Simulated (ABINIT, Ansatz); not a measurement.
# AlSbTe3 (Pm-3m): zone-centre phonons, part 3 of 5

Which modes does AlSbTe3 (Pm-3m) have at the zone centre?

ABINIT 10.8.3; DFT LDA, scalar-relativistic, plane waves, HGH norm-conserving pseudopotentials.

So far. Step 2 (Relaxing the cell and atoms): The volume changes by +1.1 % from the cell with which this run began. Step 4 (Zone-centre response): The acoustic modes at Γ come out as far as 0.9 cm⁻¹ from zero, where they should vanish, a small numerical error. The lowest optical mode is imaginary, 95i cm⁻¹, an instability at this level and on this k mesh. The relaxed cell has a = 5.200 Å (conventional setting).

The structure was built from a prototype and need not be the compound's stable phase.

**5. Zone-centre analysis**

anaddb reads the merged derivatives and imposes the acoustic sum rule.

Contents of anaddb.abi:

```
ddb_filepath "gamma_DDB"
output_file "anaddb.abo"
outdata_prefix "anaddb"
asr 1
chneut 1
enunit 2
eivec 1
nph1l 1
qph1l 0.0 0.0 0.0 1.0
```

Contents of mrgddb.in:

```
gamma_DDB
merged
2
dfpt_gammao_DDB
gso_DDB
```

Command:

```bash
> mrgddb < mrgddb.in > mrgddb.log
> OMP_NUM_THREADS=1 anaddb anaddb.abi > anaddb.log
```

anaddb.abo, the main output file:

```text
-outvars_anaddb: echo values of input variables ----------------------

 Miscellaneous information :
      enunit         2
       eivec         1
         asr         1
 First list of wavevector (reduced coord.) :
       nph1l         1
       qph1l
                     0.00000000E+00  0.00000000E+00  0.00000000E+00    1.000E+00

================================================================================

 read the DDB information and perform some checks

  ==== Info on the Cryst% object ====
 Real(R)+Recip(G) space primitive vectors, cartesian coordinates (Bohr,Bohr^-1):
 R(1)=  9.8258775  0.0000000  0.0000000  G(1)=  0.1017721  0.0000000  0.0000000
 R(2)=  0.0000000  9.8258775  0.0000000  G(2)=  0.0000000  0.1017721  0.0000000
 R(3)=  0.0000000  0.0000000  9.8258775  G(3)=  0.0000000  0.0000000  0.1017721
 Unit cell volume ucvol=  9.4866753E+02 bohr^3
 Angles (23,13,12)=  9.00000000E+01  9.00000000E+01  9.00000000E+01 degrees
 Time-reversal symmetry is present
 Reduced atomic positions [iatom, xred, symbol]:
    1)    0.0000000  0.0000000  0.0000000  Sb
    2)    0.5000000  0.5000000  0.5000000  Al
    3)    0.5000000  0.5000000  0.0000000  Te
    4)    0.5000000  0.0000000  0.5000000  Te
    5)    0.0000000  0.5000000  0.5000000  Te

 DDB file with 3 blocks has been read.

================================================================================

 Treat the first list of vectors

  Phonon wavevector (reduced coordinates) :  0.00000  0.00000  0.00000
 Phonon energies in Hartree :
  -4.313867E-04 -4.313867E-04 -4.313867E-04 -2.488131E-04 -2.488131E-04
  -2.488131E-04  0.000000E+00  0.000000E+00  0.000000E+00  5.823901E-05
   5.823901E-05  5.823901E-05  1.377870E-03  1.377870E-03  1.377870E-03
 Phonon energies in meV     :
- -1.173863E+01 -1.173863E+01 -1.173863E+01 -6.770550E+00 -6.770550E+00
- -6.770550E+00  0.000000E+00  0.000000E+00  0.000000E+00  1.584764E+00
-  1.584764E+00  1.584764E+00  3.749376E+01  3.749376E+01  3.749376E+01
 Phonon frequencies in cm-1    :
- -9.467845E+01 -9.467845E+01 -9.467845E+01 -5.460817E+01 -5.460817E+01
- -5.460817E+01  0.000000E+00  0.000000E+00  0.000000E+00  1.278199E+01
-  1.278199E+01  1.278199E+01  3.024076E+02  3.024076E+02  3.024076E+02
 Phonon frequencies in Thz     :
- -2.838388E+00 -2.838388E+00 -2.838388E+00 -1.637112E+00 -1.637112E+00
- -1.637112E+00  0.000000E+00  0.000000E+00  0.000000E+00  3.831943E-01
-  3.831943E-01  3.831943E-01  9.065950E+00  9.065950E+00  9.065950E+00
 Phonon energies in Kelvin  :
- -1.362212E+02 -1.362212E+02 -1.362212E+02 -7.856897E+01 -7.856897E+01
- -7.856897E+01  0.000000E+00  0.000000E+00  0.000000E+00  1.839043E+01
-  1.839043E+01  1.839043E+01  4.350970E+02  4.350970E+02  4.350970E+02

 Eigendisplacements
 (will be given, for each mode : in cartesian coordinates
   for each atom the real part of the displacement vector,
   then the imaginary part of the displacement vector - absolute values smaller than 1.0d-7 are set to zero)
  Mode number    1   Energy   -4.313867E-04
 Attention : low frequency mode.
   (Could be unstable or acoustic mode)
-  1  0.00000000E+00  0.00000000E+00 -1.70041175E-03
-     0.00000000E+00  0.00000000E+00  0.00000000E+00
-  2  0.00000000E+00  0.00000000E+00 -4.03155282E-04
-     0.00000000E+00  0.00000000E+00  0.00000000E+00
-  3  0.00000000E+00  0.00000000E+00 -2.72786512E-05
-     0.00000000E+00  0.00000000E+00  0.00000000E+00
-  4  0.00000000E+00  0.00000000E+00  8.67523807E-04
-     0.00000000E+00  0.00000000E+00  0.00000000E+00
-  5  0.00000000E+00  0.00000000E+00  8.67523807E-04
-     0.00000000E+00  0.00000000E+00  0.00000000E+00
  Mode number    2   Energy   -4.313867E-04
 Attention : low frequency mode.
   (Could be unstable or acoustic mode)
-  1  0.00000000E+00  1.70041175E-03  0.00000000E+00
-     0.00000000E+00  0.00000000E+00  0.00000000E+00
-  2  0.00000000E+00  4.03155282E-04  0.00000000E+00
-     0.00000000E+00  0.00000000E+00  0.00000000E+00
-  3  0.00000000E+00 -8.67523807E-04  0.00000000E+00
-     0.00000000E+00  0.00000000E+00  0.00000000E+00
-  4  0.00000000E+00  2.72786512E-05  0.00000000E+00
-     0.00000000E+00  0.00000000E+00  0.00000000E+00
-  5  0.00000000E+00 -8.67523807E-04  0.00000000E+00
-     0.00000000E+00  0.00000000E+00  0.00000000E+00
  Mode number    3   Energy   -4.313867E-04
 Attention : low frequency mode.
   (Could be unstable or acoustic mode)
-  1  1.70041175E-03  0.00000000E+00  0.00000000E+00
-     0.00000000E+00  0.00000000E+00  0.00000000E+00
-  2  4.03155282E-04  0.00000000E+00  0.00000000E+00
-     0.00000000E+00  0.00000000E+00  0.00000000E+00
-  3 -8.67523807E-04  0.00000000E+00  0.00000000E+00
-     0.00000000E+00  0.00000000E+00  0.00000000E+00
-  4 -8.67523807E-04  0.00000000E+00  0.00000000E+00
-     0.00000000E+00  0.00000000E+00  0.00000000E+00
-  5  2.72786512E-05  0.00000000E+00  0.00000000E+00
-     0.00000000E+00  0.00000000E+00  0.00000000E+00
  Mode number    4   Energy   -2.488131E-04
 Attention : low frequency mode.
   (Could be unstable or acoustic mode)
-  1  0.00000000E+00  0.00000000E+00  0.00000000E+00
-     0.00000000E+00  0.00000000E+00  0.00000000E+00
-  2  0.00000000E+00  0.00000000E+00  0.00000000E+00
-     0.00000000E+00  0.00000000E+00  0.00000000E+00
-  3  0.00000000E+00  0.00000000E+00  0.00000000E+00
-     0.00000000E+00  0.00000000E+00  0.00000000E+00
-  4  0.00000000E+00  0.00000000E+00  1.46615408E-03
-     0.00000000E+00  0.00000000E+00  0.00000000E+00
-  5  0.00000000E+00  0.00000000E+00 -1.46615408E-03
-     0.00000000E+00  0.00000000E+00  0.00000000E+00
  Mode number    5   Energy   -2.488131E-04
 Attention : low frequency mode.
   (Could be unstable or acoustic mode)
-  1  0.00000000E+00  0.00000000E+00  0.00000000E+00
-     0.00000000E+00  0.00000000E+00  0.00000000E+00
-  2  0.00000000E+00  0.00000000E+00  0.00000000E+00
-     0.00000000E+00  0.00000000E+00  0.00000000E+00
-  3  0.00000000E+00  1.46615408E-03  0.00000000E+00
-     0.00000000E+00  0.00000000E+00  0.00000000E+00
-  4  0.00000000E+00  0.00000000E+00  0.00000000E+00
-     0.00000000E+00  0.00000000E+00  0.00000000E+00
-  5  0.00000000E+00 -1.46615408E-03  0.00000000E+00
-     0.00000000E+00  0.00000000E+00  0.00000000E+00
  Mode number    6   Energy   -2.488131E-04
 Attention : low frequency mode.
   (Could be unstable or acoustic mode)
-  1  0.00000000E+00  0.00000000E+00  0.00000000E+00
-     0.00000000E+00  0.00000000E+00  0.00000000E+00
-  2  0.00000000E+00  0.00000000E+00  0.00000000E+00
-     0.00000000E+00  0.00000000E+00  0.00000000E+00
-  3  1.46615408E-03  0.00000000E+00  0.00000000E+00
-     0.00000000E+00  0.00000000E+00  0.00000000E+00
-  4 -1.46615408E-03  0.00000000E+00  0.00000000E+00
-     0.00000000E+00  0.00000000E+00  0.00000000E+00
-  5  0.00000000E+00  0.00000000E+00  0.00000000E+00
-     0.00000000E+00  0.00000000E+00  0.00000000E+00
  Mode number    7   Energy    0.000000E+00
 Attention : low frequency mode.
   (Could be unstable or acoustic mode)
-  1  0.00000000E+00  0.00000000E+00  1.01583774E-03
-     0.00000000E+00  0.00000000E+00  0.00000000E+00
-  2  0.00000000E+00  0.00000000E+00  1.01614940E-03
-     0.00000000E+00  0.00000000E+00  0.00000000E+00
-  3  0.00000000E+00  0.00000000E+00  1.01605591E-03
-     0.00000000E+00  0.00000000E+00  0.00000000E+00
-  4  0.00000000E+00  0.00000000E+00  1.01584117E-03
-     0.00000000E+00  0.00000000E+00  0.00000000E+00
-  5  0.00000000E+00  0.00000000E+00  1.01584117E-03
-     0.00000000E+00  0.00000000E+00  0.00000000E+00
  Mode number    8   Energy    0.000000E+00
 Attention : low frequency mode.
   (Could be unstable or acoustic mode)
-  1  0.00000000E+00 -1.01583774E-03  0.00000000E+00
-     0.00000000E+00  0.00000000E+00  0.00000000E+00
-  2  0.00000000E+00 -1.01614940E-03  0.00000000E+00
-     0.00000000E+00  0.00000000E+00  0.00000000E+00
-  3  0.00000000E+00 -1.01584117E-03  0.00000000E+00
-     0.00000000E+00  0.00000000E+00  0.00000000E+00
-  4  0.00000000E+00 -1.01605591E-03  0.00000000E+00
-     0.00000000E+00  0.00000000E+00  0.00000000E+00
-  5  0.00000000E+00 -1.01584117E-03  0.00000000E+00
-     0.00000000E+00  0.00000000E+00  0.00000000E+00
  Mode number    9   Energy    0.000000E+00
 Attention : low frequency mode.
   (Could be unstable or acoustic mode)
-  1  1.01583774E-03  0.00000000E+00  0.00000000E+00
-     0.00000000E+00  0.00000000E+00  0.00000000E+00
-  2  1.01614941E-03  0.00000000E+00  0.00000000E+00
-     0.00000000E+00  0.00000000E+00  0.00000000E+00
-  3  1.01584117E-03  0.00000000E+00  0.00000000E+00
-     0.00000000E+00  0.00000000E+00  0.00000000E+00
-  4  1.01584117E-03  0.00000000E+00  0.00000000E+00
-     0.00000000E+00  0.00000000E+00  0.00000000E+00
-  5  1.01605591E-03  0.00000000E+00  0.00000000E+00
-     0.00000000E+00  0.00000000E+00  0.00000000E+00
  Mode number   10   Energy    5.823901E-05
-  1  0.00000000E+00  0.00000000E+00 -7.62970103E-04
-     0.00000000E+00  0.00000000E+00  0.00000000E+00
-  2  0.00000000E+00  0.00000000E+00  2.17616878E-03
-     0.00000000E+00  0.00000000E+00  0.00000000E+00
-  3  0.00000000E+00  0.00000000E+00  1.43537531E-03
-     0.00000000E+00  0.00000000E+00  0.00000000E+00
-  4  0.00000000E+00  0.00000000E+00 -5.83985974E-04
-     0.00000000E+00  0.00000000E+00  0.00000000E+00
-  5  0.00000000E+00  0.00000000E+00 -5.83985974E-04
-     0.00000000E+00  0.00000000E+00  0.00000000E+00
  Mode number   11   Energy    5.823901E-05
-  1  0.00000000E+00  7.62970103E-04  0.00000000E+00
-     0.00000000E+00  0.00000000E+00  0.00000000E+00
-  2  0.00000000E+00 -2.17616878E-03  0.00000000E+00
-     0.00000000E+00  0.00000000E+00  0.00000000E+00
-  3  0.00000000E+00  5.83985974E-04  0.00000000E+00
-     0.00000000E+00  0.00000000E+00  0.00000000E+00
-  4  0.00000000E+00 -1.43537531E-03  0.00000000E+00
-     0.00000000E+00  0.00000000E+00  0.00000000E+00
-  5  0.00000000E+00  5.83985974E-04  0.00000000E+00
-     0.00000000E+00  0.00000000E+00  0.00000000E+00
  Mode number   12   Energy    5.823901E-05
-  1  7.62970103E-04  0.00000000E+00  0.00000000E+00
-     0.00000000E+00  0.00000000E+00  0.00000000E+00
-  2 -2.17616878E-03  0.00000000E+00  0.00000000E+00
-     0.00000000E+00  0.00000000E+00  0.00000000E+00
-  3  5.83985974E-04  0.00000000E+00  0.00000000E+00
-     0.00000000E+00  0.00000000E+00  0.00000000E+00
-  4  5.83985974E-04  0.00000000E+00  0.00000000E+00
-     0.00000000E+00  0.00000000E+00  0.00000000E+00
-  5 -1.43537531E-03  0.00000000E+00  0.00000000E+00
-     0.00000000E+00  0.00000000E+00  0.00000000E+00
  Mode number   13   Energy    1.377870E-03
-  1  0.00000000E+00  0.00000000E+00  1.51313512E-05
-     0.00000000E+00  0.00000000E+00  0.00000000E+00
-  2  0.00000000E+00  0.00000000E+00 -3.79484804E-03
-     0.00000000E+00  0.00000000E+00  0.00000000E+00
-  3  0.00000000E+00  0.00000000E+00  1.09808905E-03
-     0.00000000E+00  0.00000000E+00  0.00000000E+00
-  4  0.00000000E+00  0.00000000E+00 -1.55039791E-04
-     0.00000000E+00  0.00000000E+00  0.00000000E+00
-  5  0.00000000E+00  0.00000000E+00 -1.55039791E-04
-     0.00000000E+00  0.00000000E+00  0.00000000E+00
  Mode number   14   Energy    1.377870E-03
-  1  0.00000000E+00 -1.51313512E-05  0.00000000E+00
-     0.00000000E+00  0.00000000E+00  0.00000000E+00
-  2  0.00000000E+00  3.79484804E-03  0.00000000E+00
-     0.00000000E+00  0.00000000E+00  0.00000000E+00
-  3  0.00000000E+00  1.55039791E-04  0.00000000E+00
-     0.00000000E+00  0.00000000E+00  0.00000000E+00
-  4  0.00000000E+00 -1.09808905E-03  0.00000000E+00
-     0.00000000E+00  0.00000000E+00  0.00000000E+00
-  5  0.00000000E+00  1.55039791E-04  0.00000000E+00
-     0.00000000E+00  0.00000000E+00  0.00000000E+00
  Mode number   15   Energy    1.377870E-03
-  1  1.51313512E-05  0.00000000E+00  0.00000000E+00
-     0.00000000E+00  0.00000000E+00  0.00000000E+00
-  2 -3.79484804E-03  0.00000000E+00  0.00000000E+00
-     0.00000000E+00  0.00000000E+00  0.00000000E+00
-  3 -1.55039791E-04  0.00000000E+00  0.00000000E+00
-     0.00000000E+00  0.00000000E+00  0.00000000E+00
-  4 -1.55039791E-04  0.00000000E+00  0.00000000E+00
-     0.00000000E+00  0.00000000E+00  0.00000000E+00
-  5  1.09808905E-03  0.00000000E+00  0.00000000E+00
-     0.00000000E+00  0.00000000E+00  0.00000000E+00

 Analysis of degeneracies and characters (maximum tolerance=1.00E-06 a.u.)
 For each vibration mode, or group of modes if degenerate,
 the characters are given for each symmetry operation (see the list in the log file).
 Symmetry characters of vibration mode #   1
       degenerate with vibration modes #   2 to    3
  3.0 -3.0 -1.0  1.0 -1.0  1.0 -1.0  1.0  1.0 -1.0 -1.0  1.0  1.0 -1.0 -1.0  1.0
  0.0 -0.0  0.0 -0.0  0.0 -0.0 -0.0  0.0  1.0 -1.0 -1.0  1.0 -1.0  1.0  1.0 -1.0
  0.0 -0.0  0.0 -0.0 -0.0  0.0  0.0 -0.0  1.0 -1.0  1.0 -1.0 -1.0  1.0 -1.0  1.0
 Symmetry characters of vibration mode #   4
       degenerate with vibration modes #   5 to    6
  3.0 -3.0 -1.0  1.0 -1.0  1.0 -1.0  1.0 -1.0  1.0  1.0 -1.0 -1.0  1.0  1.0 -1.0
 -0.0  0.0 -0.0  0.0  0.0 -0.0  0.0 -0.0 -1.0  1.0  1.0 -1.0  1.0 -1.0 -1.0  1.0
 -0.0  0.0  0.0 -0.0  0.0 -0.0 -0.0  0.0 -1.0  1.0 -1.0  1.0  1.0 -1.0  1.0 -1.0
 Symmetry characters of vibration mode #   7
       degenerate with vibration modes #   8 to    9
  3.0 -3.0 -1.0  1.0 -1.0  1.0 -1.0  1.0  1.0 -1.0 -1.0  1.0  1.0 -1.0 -1.0  1.0
  0.0 -0.0  0.0 -0.0 -0.0  0.0 -0.0  0.0  1.0 -1.0 -1.0  1.0 -1.0  1.0  1.0 -1.0
  0.0 -0.0 -0.0  0.0 -0.0  0.0  0.0 -0.0  1.0 -1.0  1.0 -1.0 -1.0  1.0 -1.0  1.0
 Symmetry characters of vibration mode #  10
       degenerate with vibration modes #  11 to   12
  3.0 -3.0 -1.0  1.0 -1.0  1.0 -1.0  1.0  1.0 -1.0 -1.0  1.0  1.0 -1.0 -1.0  1.0
 -0.0  0.0  0.0 -0.0 -0.0  0.0  0.0 -0.0  1.0 -1.0 -1.0  1.0 -1.0  1.0  1.0 -1.0
 -0.0  0.0 -0.0  0.0  0.0 -0.0  0.0 -0.0  1.0 -1.0  1.0 -1.0 -1.0  1.0 -1.0  1.0
 Symmetry characters of vibration mode #  13
       degenerate with vibration modes #  14 to   15
  3.0 -3.0 -1.0  1.0 -1.0  1.0 -1.0  1.0  1.0 -1.0 -1.0  1.0  1.0 -1.0 -1.0  1.0
 -0.0  0.0 -0.0  0.0  0.0 -0.0  0.0 -0.0  1.0 -1.0 -1.0  1.0 -1.0  1.0  1.0 -1.0
 -0.0  0.0  0.0 -0.0  0.0 -0.0 -0.0  0.0  1.0 -1.0  1.0 -1.0 -1.0  1.0 -1.0  1.0
-
```

Elapsed: 0.82 s, on 1 thread of Intel Xeon at 2.70GHz, shared host.

Read from the output:

* lowest optical zone-centre mode: -94.68 cm⁻¹

No LO-TO term; unit eigenvectors of the mass-weighted matrix, from anaddb's displacements. The modes at Γ (shares of kinetic energy by element, %) (negative means imaginary):

| mode | frequency (cm⁻¹) | symmetry | Sb % | Al % | Te % |
| --- | --- | --- | --- | --- | --- |
| 1 | -94.7 | T1u | 64 | 1 | 35 |
| 2 | -94.7 | T1u | 64 | 1 | 35 |
| 3 | -94.7 | T1u | 64 | 1 | 35 |
| 4 | -54.6 | T2u | 0 | 0 | 100 |
| 5 | -54.6 | T2u | 0 | 0 | 100 |
| 6 | -54.6 | T2u | 0 | 0 | 100 |
| 7 | 0.0 | acoustic | 23 | 5 | 72 |
| 8 | 0.0 | acoustic | 23 | 5 | 72 |
| 9 | 0.0 | acoustic | 23 | 5 | 72 |
| 10 | 12.8 | T1u | 13 | 23 | 64 |
| 11 | 12.8 | T1u | 13 | 23 | 64 |
| 12 | 12.8 | T1u | 13 | 23 | 64 |
| 13 | 302.4 | T1u | 0 | 71 | 29 |
| 14 | 302.4 | T1u | 0 | 71 | 29 |
| 15 | 302.4 | T1u | 0 | 71 | 29 |

Displacements in mode 1 (-94.7 cm⁻¹), the largest set to 1:
```
Sb1  0.00  0.00 -1.00
Al2  0.00  0.00 -0.24
Te3  0.00  0.00 -0.02
Te4  0.00  0.00  0.51
Te5  0.00  0.00  0.51
```

Displacements in mode 13 (302.4 cm⁻¹), the largest set to 1:
```
Sb1  0.00  0.00  0.00
Al2  0.00  0.00 -1.00
Te3  0.00  0.00  0.29
Te4  0.00  0.00 -0.04
Te5  0.00  0.00 -0.04
```

The rule moves no optical mode by more than 0.1 cm⁻¹.

(Continued in part 4 of 5.)

[Host names and launcher messages were left out of these logs when they were recorded.]

[Logs are printed without paths, hosts, clocks, repeated set-up lines and the standing remarks that a program may print on its own settings, such as how far it seeks lower states.]

[Hosts, paths, dates, database ids (printed as entryN), source tags and the programs' standing remarks are cut or masked in the printed files.]
